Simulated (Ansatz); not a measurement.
# Quasi-harmonic thermodynamics of MgS (Niningerite, Fm-3m)

Aim: the lattice, expansion, heat capacity and bulk modulus of MgS (Niningerite) as it warms.

Experimental results on record:
- heat capacity C_P per formula unit 45.6 J/mol/K near room temperature (given in “High-Throughput Prediction of Finite-Temperature Properties using the Quasi-Harmonic Approximation”, 2016, arXiv:1603.06924)

Calculated with Ansatz 0.2.0; DFT LDA, scalar-relativistic, plane waves, PAW, in the first sound run; inputs show where later runs differ.

This is a report of a sequence of runs, with most program output left out.

## (1) The starting structure

Symmetry: Fm-3m, No. 225, cubic system. Conventional cell: a = 5.203 Å, b = 5.203 Å, c = 5.203 Å, α = 90.00°, β = 90.00°, γ = 90.00°. Nearest to Mg lie 6 S at 2.60 Å. Nearest to S lie 6 Mg at 2.60 Å. Farther neighbours and most contacts between anions are not listed.

## (2) A first coarse run

A cheap single point shows whether the cell is a metal or an insulator and how far it is from rest; that sets the k-mesh and the occupations of what follows.

File input.yaml:

```yaml
crystal:
  lattice:
    - [0.0, 2.60165, 2.60165]
    - [2.60165, 0.0, 2.60165]
    - [2.60165, 2.60165, 0.0]
  atoms:
    - { symbol: Mg, position: [0.0, 0.0, 0.0] }
    - { symbol: S, position: [0.5, 0.5, 0.5] }
kpoints:
  mp_grid: { grid: [6, 6, 6] }
hamiltonian:
  xc: lda
scf:
  occupations: { method: gaussian, width: 0.1 }
output:
  forces: true
  stress: true
  eigenvalues: true
```

Launch:

```console
> ansatz run input.yaml --threads 4 --pin off --max-ram 16384MiB --backend cpu --events-out ev --progress --plain --runs-dir out
```

The job ended after 0.23 s (4 threads of Intel Xeon Platinum 8488C (Sapphire Rapids), shared host; peak memory 0.32 GiB).

This step gave:

```
pressure          : -3.252 GPa
gap on the k-mesh : 2.557 eV
volume per atom   : 17.61 Å³
```

The start is under -3.3 GPa at this level and looks like an insulator or semiconductor on this mesh.

## (3) Relaxation

Phonons are second derivatives about a minimum, so cell and atoms are relaxed first, inside the symmetry of the start.

input.yaml, the sections that differ from step 2:

```yaml
kpoints:
  mp_grid: { grid: [8, 8, 8] }
scf:
  occupations: { method: gaussian, width: 0.02 }
relax:
  adjacent_minimum: "off"
  f_tol: 0.005
  max_steps: 80
  cell: { stress_tol: 0.05 }
# crystal, hamiltonian, output: as in step 2
```

Wall time 0.92 s (4 threads); peak memory 0.33 GiB.

The steps of the relaxation:

| step | energy less that of the first step (eV) | largest force component (eV/Å) | pressure (GPa) | volume (Å³) |
| --- | --- | --- | --- | --- |
| 1 | 0.0000 | 0.0000 | -3.28 | 35.22 |
| 2 | -0.0154 | 0.0000 | -0.55 | 33.96 |
| 3 | -0.0158 | 0.0000 | 0.04 | 33.72 |
| 4* | -0.0157 | 0.0000 | 0.04 | 33.72 |

Relaxation steps marked * repeat the geometry before them on a plane-wave basis chosen anew for their cell, so energy and pressure can jump there.

The run keeps the 48 symmetry operations that it works with, so distortions that break them were not tested.

| conventional cell, symmetrised | before | after | change |
| --- | --- | --- | --- |
| a (Å) | 5.203 | 5.128 | -1.4 % |
| b (Å) | 5.203 | 5.128 | -1.4 % |
| c (Å) | 5.203 | 5.128 | -1.4 % |
| volume (Å³/atom) | 17.61 | 16.86 | -4.3 % |

Final coordinates:

```
Mg S
1.0
     0.00000    2.56422    2.56422
     2.56422    0.00000    2.56422
     2.56422    2.56422    0.00000
Mg S
1 1
Direct
  0.00000 0.00000 0.00000
  0.50000 0.50000 0.50000
```

Numbers from this step:

* pressure: 0.03809 GPa
* gap on the k-mesh: 2.649 eV
* volume per atom: 16.86 Å³

The relaxation ends with a pressure of 0.04 GPa.

## (4) Tight relaxation

The thresholds are tightened for a last relaxation ahead of the phonons, and where mesh or smearing change with them the cell follows.

input.yaml, the sections that differ from step 3:

```yaml
crystal:
  lattice:
    - [0.0, 2.5642154063, 2.5642154063]
    - [2.5642154063, 0.0, 2.5642154063]
    - [2.5642154063, 2.5642154063, 0.0]
  atoms:
    - { symbol: Mg, position: [0.0, 0.0, 0.0] }
    - { symbol: S, position: [0.5, 0.5, 0.5] }
scf:
  occupations: { method: fixed }
relax:
  adjacent_minimum: "off"
  f_tol: 0.001
  max_steps: 60
  cell: { stress_tol: 0.01 }
# kpoints, hamiltonian, output: as in step 3
```

Run time: 0.64 s. Hardware: 4 threads; peak memory 0.34 GiB; 1.8 s of CPU time.

Little changed from the start: no atom moved by 0.005 Å and no cell edge by 0.1 %.

This step gave:

```yaml
pressure: 0.008612 GPa
gap_on_the_k_mesh: 2.648 eV
volume_per_atom: 16.87 Å³
```

The residual pressure is 0.0086 GPa, small enough for phonons.

## (5) The quasi-harmonic study, functional LDA, q-mesh 2×2×2

The study relaxes the crystal at several strains, solves the phonons on some of them and minimises the free energy at each temperature (static energy, vibrations, the electrons in a metal, and PV under a set pressure); the q-mesh sets how far the force constants reach.

input.yaml, the sections that differ from step 4:

```yaml
crystal:
  lattice:
    - [0.0, 2.5645181579, 2.5645181579]
    - [2.5645181579, 0.0, 2.5645181579]
    - [2.5645181579, 2.5645181579, 0.0]
  atoms:
    - { symbol: Mg, position: [0.0, 0.0, 0.0] }
    - { symbol: S, position: [0.5, 0.5, 0.5] }
output:
  eigenvalues: true
phonons:
  method: dfpt
  qmesh: [2, 2, 2]
  temperatures: { t_max: 800.0, t_step: 50 }
  thermal_expansion: {}
# kpoints, hamiltonian, scf: as in step 4
# relax: removed
```

Run time: 36 s. Hardware: 4 threads; peak memory 0.6 GiB.

This step gave:

* pressure: 0.006813 GPa
* volume expansion coefficient at 298 K: 46.25 1e-6/K
* C_P at 298 K: 23.01 J/mol-atom/K
* entropy at 298 K: 25.71 J/mol-atom/K
* isothermal bulk modulus at 298 K: 76.98 GPa
* Grüneisen parameter at 298 K: 1.633
* volume at 298 K: 17.15 Å³/atom
* principal linear expansion coefficients at 298 K: 15.42, 15.42, 15.42 1e-6/K

Strained cells of the study; zero-point energy where phonons were solved; the pressures are stresses at a fixed cutoff and can carry an offset from the finite basis. Expansion cells, by row:

| cell | \|a\| (Å) | \|b\| (Å) | \|c\| (Å) | V (Å³/atom) | E - E_lowest (meV/atom) | pressure, compression positive (GPa) | gap (eV) | zero-point energy (meV/atom) |
| --- | --- | --- | --- | --- | --- | --- | --- | --- |
| 1 | 3.627 | 3.627 | 3.627 | 16.87 | 0 | -0.003 | 2.648 | - |
| 2 | 3.656 | 3.656 | 3.656 | 17.27 | 2.445 | -1.898 | 2.599 | - |
| 3 | 3.598 | 3.598 | 3.598 | 16.47 | 2.564 | 2.087 | 2.696 | - |
| 4 | 3.627 | 3.627 | 3.627 | 16.87 | 0 | -0.026 | 2.647 | 42.68 |
| 5 | 3.645 | 3.645 | 3.645 | 17.13 | 0.997 | -1.233 | 2.617 | 41.6 |
| 6 | 3.673 | 3.673 | 3.673 | 17.52 | 6.12 | -2.926 | 2.57 | 39.96 |
| 7 | 3.696 | 3.696 | 3.696 | 17.85 | 13.54 | -4.211 | 2.531 | 38.61 |
| 8 | 3.591 | 3.591 | 3.591 | 16.37 | 3.953 | 2.619 | 2.707 | - |
| 9 | 3.609 | 3.609 | 3.609 | 16.62 | 0.965 | 1.257 | 2.678 | - |
| 10 | 3.726 | 3.726 | 3.726 | 18.28 | 26.92 | -5.697 | 2.481 | - |

Quasi-harmonic; a, b, c are the run's own cell vectors. Expansion, by row:

| T (K) | a (Å) | b (Å) | c (Å) | alpha (deg) | beta (deg) | gamma (deg) | cell volume (Å³/cell) | alpha_a (1e-6/K) | alpha_b (1e-6/K) | alpha_c (1e-6/K) | alpha_V (1e-6/K) | C_P (J/mol-atom/K) | C_V (J/mol-atom/K) | S (J/mol-atom/K) | B_T (GPa) | B_S (GPa) | Grueneisen | extrapolation | fit error (1e-6/K) |
| --- | --- | --- | --- | --- | --- | --- | --- | --- | --- | --- | --- | --- | --- | --- | --- | --- | --- | --- | --- |
| 0 | 3.637 | 3.637 | 3.637 | 60 | 60 | 60 | 34.02 | 0 | 0 | 0 | 0 | 0 | 0 | 0 | 81.29 | 81.29 | - | 0 | 0 |
| 50 | 3.637 | 3.637 | 3.637 | 60 | 60 | 60 | 34.02 | 1.41 | 1.41 | 1.41 | 4.23 | 3.069 | 3.068 | 0.961 | 81.24 | 81.26 | 1.146 | 0 | 0 |
| 100 | 3.638 | 3.638 | 3.638 | 60 | 60 | 60 | 34.04 | 6.87 | 6.87 | 6.87 | 20.61 | 11.61 | 11.57 | 5.77 | 80.77 | 81.01 | 1.474 | 0 | 0 |
| 150 | 3.639 | 3.639 | 3.639 | 60 | 60 | 60 | 34.09 | 10.82 | 10.82 | 10.82 | 32.46 | 17.16 | 17.04 | 11.64 | 79.95 | 80.55 | 1.564 | 0 | 0.01 |
| 200 | 3.642 | 3.642 | 3.642 | 60 | 60 | 60 | 34.15 | 13.09 | 13.09 | 13.09 | 39.27 | 20.2 | 19.95 | 17.04 | 79 | 79.99 | 1.599 | 0 | 0.01 |
| 250 | 3.644 | 3.644 | 3.644 | 60 | 60 | 60 | 34.22 | 14.49 | 14.49 | 14.49 | 43.46 | 21.95 | 21.57 | 21.75 | 77.99 | 79.36 | 1.619 | 0 | 0.01 |
| 298.1 | 3.647 | 3.647 | 3.647 | 60 | 60 | 60 | 34.29 | 15.42 | 15.42 | 15.42 | 46.25 | 23.01 | 22.51 | 25.71 | 76.98 | 78.72 | 1.633 | 0 | 0.01 |
| 300 | 3.647 | 3.647 | 3.647 | 60 | 60 | 60 | 34.3 | 15.45 | 15.45 | 15.45 | 46.34 | 23.05 | 22.54 | 25.85 | 76.94 | 78.69 | 1.634 | 0 | 0.01 |
| 350 | 3.65 | 3.65 | 3.65 | 60 | 60 | 60 | 34.38 | 16.18 | 16.18 | 16.18 | 48.53 | 23.8 | 23.15 | 29.46 | 75.87 | 77.99 | 1.646 | 0 | 0.01 |
| 400 | 3.653 | 3.653 | 3.653 | 60 | 60 | 60 | 34.46 | 16.78 | 16.78 | 16.78 | 50.33 | 24.35 | 23.56 | 32.68 | 74.77 | 77.26 | 1.657 | 0 | 0.01 |
| 450 | 3.656 | 3.656 | 3.656 | 60 | 60 | 60 | 34.55 | 17.31 | 17.31 | 17.31 | 51.93 | 24.78 | 23.85 | 35.57 | 73.64 | 76.51 | 1.668 | 0 | 0.02 |
| 500 | 3.659 | 3.659 | 3.659 | 60 | 60 | 60 | 34.64 | 17.81 | 17.81 | 17.81 | 53.42 | 25.14 | 24.06 | 38.2 | 72.49 | 75.75 | 1.679 | 0 | 0.02 |
| 550 | 3.662 | 3.662 | 3.662 | 60 | 60 | 60 | 34.74 | 18.29 | 18.29 | 18.29 | 54.86 | 25.45 | 24.22 | 40.62 | 71.32 | 74.96 | 1.69 | 0 | 0.03 |
| 600 | 3.666 | 3.666 | 3.666 | 60 | 60 | 60 | 34.83 | 18.76 | 18.76 | 18.76 | 56.28 | 25.73 | 24.34 | 42.84 | 70.12 | 74.15 | 1.701 | 0 | 0.03 |
| 650 | 3.669 | 3.669 | 3.669 | 60 | 60 | 60 | 34.93 | 19.24 | 19.24 | 19.24 | 57.72 | 26 | 24.43 | 44.91 | 68.9 | 73.32 | 1.712 | 0 | 0.03 |
| 700 | 3.673 | 3.673 | 3.673 | 60 | 60 | 60 | 35.03 | 19.73 | 19.73 | 19.73 | 59.19 | 26.25 | 24.5 | 46.85 | 67.65 | 72.48 | 1.724 | 0 | 0.02 |
| 750 | 3.676 | 3.676 | 3.676 | 60 | 60 | 60 | 35.14 | 20.24 | 20.24 | 20.24 | 60.72 | 26.51 | 24.56 | 48.67 | 66.37 | 71.62 | 1.736 | 0 | 0.02 |
| 800 | 3.68 | 3.68 | 3.68 | 60 | 60 | 60 | 35.25 | 20.77 | 20.77 | 20.77 | 62.32 | 26.76 | 24.61 | 50.39 | 65.07 | 70.74 | 1.749 | 0 | 0.04 |

The expansion coefficient by temperature; values in 1e-6/K:

| temperature (K) | volume | principal 1 |
| --- | --- | --- |
| 0 | 0 | 0 |
| 50 | 4.23 | 1.41 |
| 100 | 20.6 | 6.87 |
| 150 | 32.5 | 10.8 |
| 200 | 39.3 | 13.1 |
| 250 | 43.5 | 14.5 |
| 298 | 46.2 | 15.4 |
| 300 | 46.3 | 15.4 |
| 350 | 48.5 | 16.2 |
| 400 | 50.3 | 16.8 |
| 450 | 51.9 | 17.3 |
| 500 | 53.4 | 17.8 |
| 550 | 54.9 | 18.3 |
| 600 | 56.3 | 18.8 |
| 650 | 57.7 | 19.2 |
| 700 | 59.2 | 19.7 |
| 750 | 60.7 | 20.2 |
| 800 | 62.3 | 20.8 |

At 298 K the volume expansion is 46.2 × 10⁻⁶/K and B_T is 77.0 GPa. The log warns that this q-mesh is too narrow, so the figure can be far off. The program raised the cutoff to 487.2 eV by itself: with no cutoff typed, the study takes about 1.16 times the default for its relaxations and scales it with the volume for the phonons.

## (6) Phonons on strained cells, q-mesh 4×4×4

Thermal expansion follows from how the free energy of the vibrations (and of the electrons in a metal) changes with strain, so the program makes strained cells, their phonons and a fit in one run.

input.yaml: that of step 5 with these lines changed.

```diff
@@ -18,3 +18,3 @@
   method: dfpt
-  qmesh: [2, 2, 2]
+  qmesh: [4, 4, 4]
   temperatures: { t_max: 800.0, t_step: 50 }
```

Wall time 3 min (4 threads); peak memory 0.93 GiB; 11 min of CPU time.

This step gave:

| Quantity | Value |
| --- | --- |
| volume expansion coefficient at 298 K | 47.36 1e-6/K |
| C_P at 298 K | 23.04 J/mol-atom/K |
| entropy at 298 K | 25.47 J/mol-atom/K |
| isothermal bulk modulus at 298 K | 76.85 GPa |
| Grüneisen parameter at 298 K | 1.67 |
| principal linear expansion coefficients at 298 K | 15.79, 15.79, 15.79 1e-6/K |

Strained cells of the study; zero-point energy where phonons were solved; the pressures are stresses at a fixed cutoff and can carry an offset from the finite basis. Expansion cells, by row:

| cell | \|a\| (Å) | \|b\| (Å) | \|c\| (Å) | V (Å³/atom) | E - E_lowest (meV/atom) | pressure, compression positive (GPa) | gap (eV) | zero-point energy (meV/atom) |
| --- | --- | --- | --- | --- | --- | --- | --- | --- |
| 1 | 3.627 | 3.627 | 3.627 | 16.87 | 0 | -0.003 | 2.648 | - |
| 2 | 3.656 | 3.656 | 3.656 | 17.27 | 2.445 | -1.898 | 2.599 | - |
| 3 | 3.598 | 3.598 | 3.598 | 16.47 | 2.564 | 2.087 | 2.696 | - |
| 4 | 3.627 | 3.627 | 3.627 | 16.87 | 0 | -0.026 | 2.647 | 42.85 |
| 5 | 3.645 | 3.645 | 3.645 | 17.13 | 0.997 | -1.233 | 2.617 | 41.76 |
| 6 | 3.674 | 3.674 | 3.674 | 17.53 | 6.363 | -2.979 | 2.569 | 40.05 |
| 7 | 3.697 | 3.697 | 3.697 | 17.87 | 14.08 | -4.285 | 2.529 | 38.65 |
| 8 | 3.591 | 3.591 | 3.591 | 16.37 | 3.953 | 2.619 | 2.707 | - |
| 9 | 3.609 | 3.609 | 3.609 | 16.62 | 0.965 | 1.257 | 2.678 | - |
| 10 | 3.727 | 3.727 | 3.727 | 18.3 | 27.66 | -5.763 | 2.479 | - |

Quasi-harmonic; a, b, c are the run's own cell vectors. Expansion, by row:

| T (K) | a (Å) | b (Å) | c (Å) | alpha (deg) | beta (deg) | gamma (deg) | cell volume (Å³/cell) | alpha_a (1e-6/K) | alpha_b (1e-6/K) | alpha_c (1e-6/K) | alpha_V (1e-6/K) | C_P (J/mol-atom/K) | C_V (J/mol-atom/K) | S (J/mol-atom/K) | B_T (GPa) | B_S (GPa) | Grueneisen | extrapolation | fit error (1e-6/K) |
| --- | --- | --- | --- | --- | --- | --- | --- | --- | --- | --- | --- | --- | --- | --- | --- | --- | --- | --- | --- |
| 0 | 3.637 | 3.637 | 3.637 | 60 | 60 | 60 | 34.02 | 0 | 0 | 0 | 0 | 0 | 0 | 0 | 81.26 | 81.26 | - | 0 | 0 |
| 50 | 3.637 | 3.637 | 3.637 | 60 | 60 | 60 | 34.02 | 1.43 | 1.43 | 1.43 | 4.29 | 2.871 | 2.87 | 0.873 | 81.21 | 81.23 | 1.245 | 0 | 0 |
| 100 | 3.638 | 3.638 | 3.638 | 60 | 60 | 60 | 34.04 | 7.07 | 7.07 | 7.07 | 21.21 | 11.49 | 11.45 | 5.554 | 80.73 | 80.99 | 1.532 | 0 | 0 |
| 150 | 3.64 | 3.64 | 3.64 | 60 | 60 | 60 | 34.09 | 11.12 | 11.12 | 11.12 | 33.35 | 17.14 | 17 | 11.4 | 79.89 | 80.53 | 1.609 | 0 | 0.01 |
| 200 | 3.642 | 3.642 | 3.642 | 60 | 60 | 60 | 34.15 | 13.42 | 13.42 | 13.42 | 40.27 | 20.2 | 19.94 | 16.79 | 78.92 | 79.96 | 1.639 | 0 | 0.01 |
| 250 | 3.644 | 3.644 | 3.644 | 60 | 60 | 60 | 34.23 | 14.84 | 14.84 | 14.84 | 44.53 | 21.97 | 21.57 | 21.5 | 77.88 | 79.32 | 1.657 | 0 | 0.01 |
| 298.1 | 3.647 | 3.647 | 3.647 | 60 | 60 | 60 | 34.3 | 15.79 | 15.79 | 15.79 | 47.36 | 23.04 | 22.51 | 25.47 | 76.85 | 78.66 | 1.67 | 0 | 0.01 |
| 300 | 3.647 | 3.647 | 3.647 | 60 | 60 | 60 | 34.31 | 15.82 | 15.82 | 15.82 | 47.45 | 23.07 | 22.54 | 25.61 | 76.81 | 78.63 | 1.67 | 0 | 0.01 |
| 350 | 3.65 | 3.65 | 3.65 | 60 | 60 | 60 | 34.39 | 16.56 | 16.56 | 16.56 | 49.69 | 23.83 | 23.16 | 29.23 | 75.7 | 77.92 | 1.682 | 0 | 0.01 |
| 400 | 3.653 | 3.653 | 3.653 | 60 | 60 | 60 | 34.48 | 17.18 | 17.18 | 17.18 | 51.55 | 24.39 | 23.57 | 32.45 | 74.57 | 77.17 | 1.693 | 0 | 0.01 |
| 450 | 3.656 | 3.656 | 3.656 | 60 | 60 | 60 | 34.57 | 17.74 | 17.74 | 17.74 | 53.21 | 24.83 | 23.86 | 35.35 | 73.41 | 76.4 | 1.704 | 0 | 0.02 |
| 500 | 3.66 | 3.66 | 3.66 | 60 | 60 | 60 | 34.66 | 18.25 | 18.25 | 18.25 | 54.76 | 25.2 | 24.07 | 37.99 | 72.22 | 75.61 | 1.715 | 0 | 0.02 |
| 550 | 3.663 | 3.663 | 3.663 | 60 | 60 | 60 | 34.76 | 18.76 | 18.76 | 18.76 | 56.27 | 25.52 | 24.22 | 40.4 | 71.01 | 74.8 | 1.726 | 0 | 0.02 |
| 600 | 3.667 | 3.667 | 3.667 | 60 | 60 | 60 | 34.86 | 19.26 | 19.26 | 19.26 | 57.77 | 25.81 | 24.34 | 42.63 | 69.77 | 73.97 | 1.738 | 0 | 0.02 |
| 650 | 3.67 | 3.67 | 3.67 | 60 | 60 | 60 | 34.96 | 19.77 | 19.77 | 19.77 | 59.3 | 26.08 | 24.43 | 44.71 | 68.5 | 73.12 | 1.75 | 0 | 0.02 |
| 700 | 3.674 | 3.674 | 3.674 | 60 | 60 | 60 | 35.06 | 20.29 | 20.29 | 20.29 | 60.87 | 26.35 | 24.51 | 46.65 | 67.2 | 72.24 | 1.762 | 0 | 0.02 |
| 750 | 3.678 | 3.678 | 3.678 | 60 | 60 | 60 | 35.17 | 20.84 | 20.84 | 20.84 | 62.52 | 26.61 | 24.57 | 48.48 | 65.87 | 71.35 | 1.775 | 0 | 0.02 |
| 800 | 3.682 | 3.682 | 3.682 | 60 | 60 | 60 | 35.28 | 21.42 | 21.42 | 21.42 | 64.25 | 26.88 | 24.61 | 50.21 | 64.5 | 70.43 | 1.789 | 0 | 0.04 |

Expansion coefficient against temperature; values in 1e-6/K:

| temperature (K) | volume | principal 1 |
| --- | --- | --- |
| 0 | 0 | 0 |
| 50 | 4.29 | 1.43 |
| 100 | 21.2 | 7.07 |
| 150 | 33.4 | 11.1 |
| 200 | 40.3 | 13.4 |
| 250 | 44.5 | 14.8 |
| 298 | 47.4 | 15.8 |
| 300 | 47.5 | 15.8 |
| 350 | 49.7 | 16.6 |
| 400 | 51.5 | 17.2 |
| 450 | 53.2 | 17.7 |
| 500 | 54.8 | 18.2 |
| 550 | 56.3 | 18.8 |
| 600 | 57.8 | 19.3 |
| 650 | 59.3 | 19.8 |
| 700 | 60.9 | 20.3 |
| 750 | 62.5 | 20.8 |
| 800 | 64.2 | 21.4 |

Changing the q-mesh (2×2×2 → 4×4×4) takes the volume expansion at 298 K from 46.2 to 47.4 × 10⁻⁶/K and B_T from 77.0 to 76.8 GPa.

## (7) Relaxing at another setting

The functional, the potentials or the cutoff change, so the crystal is relaxed again at the new setting.

This step: DFT PBE, scalar-relativistic, plane waves, PAW (Ansatz 0.2.0).

input.yaml, the sections that differ from step 6:

```yaml
hamiltonian:
  xc: pbe
output:
  forces: true
  stress: true
  eigenvalues: true
relax:
  adjacent_minimum: "off"
  f_tol: 0.001
  max_steps: 60
  cell: { stress_tol: 0.01 }
# crystal, kpoints, scf: as in step 6
# phonons: removed
```

The job ended after 1.1 s (4 threads; peak memory 0.36 GiB; 3.2 s of CPU time).

Relaxation path:

| step | energy less that of the first step (eV) | largest force component (eV/Å) | pressure (GPa) | volume (Å³) |
| --- | --- | --- | --- | --- |
| 1 | 0.0000 | 0.0000 | 4.86 | 33.73 |
| 2 | -0.0278 | 0.0000 | 1.01 | 35.29 |
| 3 | -0.0292 | 0.0000 | 0.08 | 35.72 |
| 4 | -0.0292 | 0.0000 | 0.00 | 35.76 |
| 5* | -0.0293 | 0.0000 | 0.00 | 35.76 |

Relaxation steps marked * repeat the geometry before them on a plane-wave basis chosen anew for their cell, so energy and pressure can jump there.

The run keeps the 48 symmetry operations that it works with, so distortions that break them were not tested.

| conventional cell, symmetrised | before | after | change |
| --- | --- | --- | --- |
| a (Å) | 5.129 | 5.230 | +2.0 % |
| b (Å) | 5.129 | 5.230 | +2.0 % |
| c (Å) | 5.129 | 5.230 | +2.0 % |
| volume (Å³/atom) | 16.87 | 17.88 | +6.0 % |

The relaxed structure:

```xyz
2
Lattice="0.0000 2.6149 2.6149 2.6149 0.0000 2.6149 2.6149 2.6149 0.0000" Properties=species:S:1:pos:R:3 pbc="T T T"
Mg    0.0000    0.0000    0.0000
S     2.6149    2.6149    2.6149
```

Numbers from this step:

- pressure: 0.001854 GPa
- gap on the k-mesh: 2.757 eV
- volume per atom: 17.88 Å³

The residual pressure is 0.0019 GPa, small enough for phonons.

## (8) The quasi-harmonic study, q-mesh 4×4×4

input.yaml, the sections that differ from step 7:

```yaml
crystal:
  lattice:
    - [0.0, 2.6148822043, 2.6148822043]
    - [2.6148822043, 0.0, 2.6148822043]
    - [2.6148822043, 2.6148822043, 0.0]
  atoms:
    - { symbol: Mg, position: [0.0, 0.0, 0.0] }
    - { symbol: S, position: [0.5, 0.5, 0.5] }
output:
  eigenvalues: true
phonons:
  method: dfpt
  qmesh: [4, 4, 4]
  temperatures: { t_max: 800.0, t_step: 50 }
  thermal_expansion: {}
# kpoints, hamiltonian, scf: as in step 7
# relax: removed
```

Elapsed: 4 min, on 4 threads; peak memory 0.97 GiB.

[end of part 1 of 2]

[Logs are printed without paths, hosts, clocks, repeated set-up lines and the standing remarks that a program may print on its own settings, such as how far it seeks lower states.]

[Hosts, paths, dates, database ids (printed as entryN), source tags and the programs' standing remarks are cut or masked in the printed files.]

[A step with changed settings may run another functional than the one named; its input shows which.]
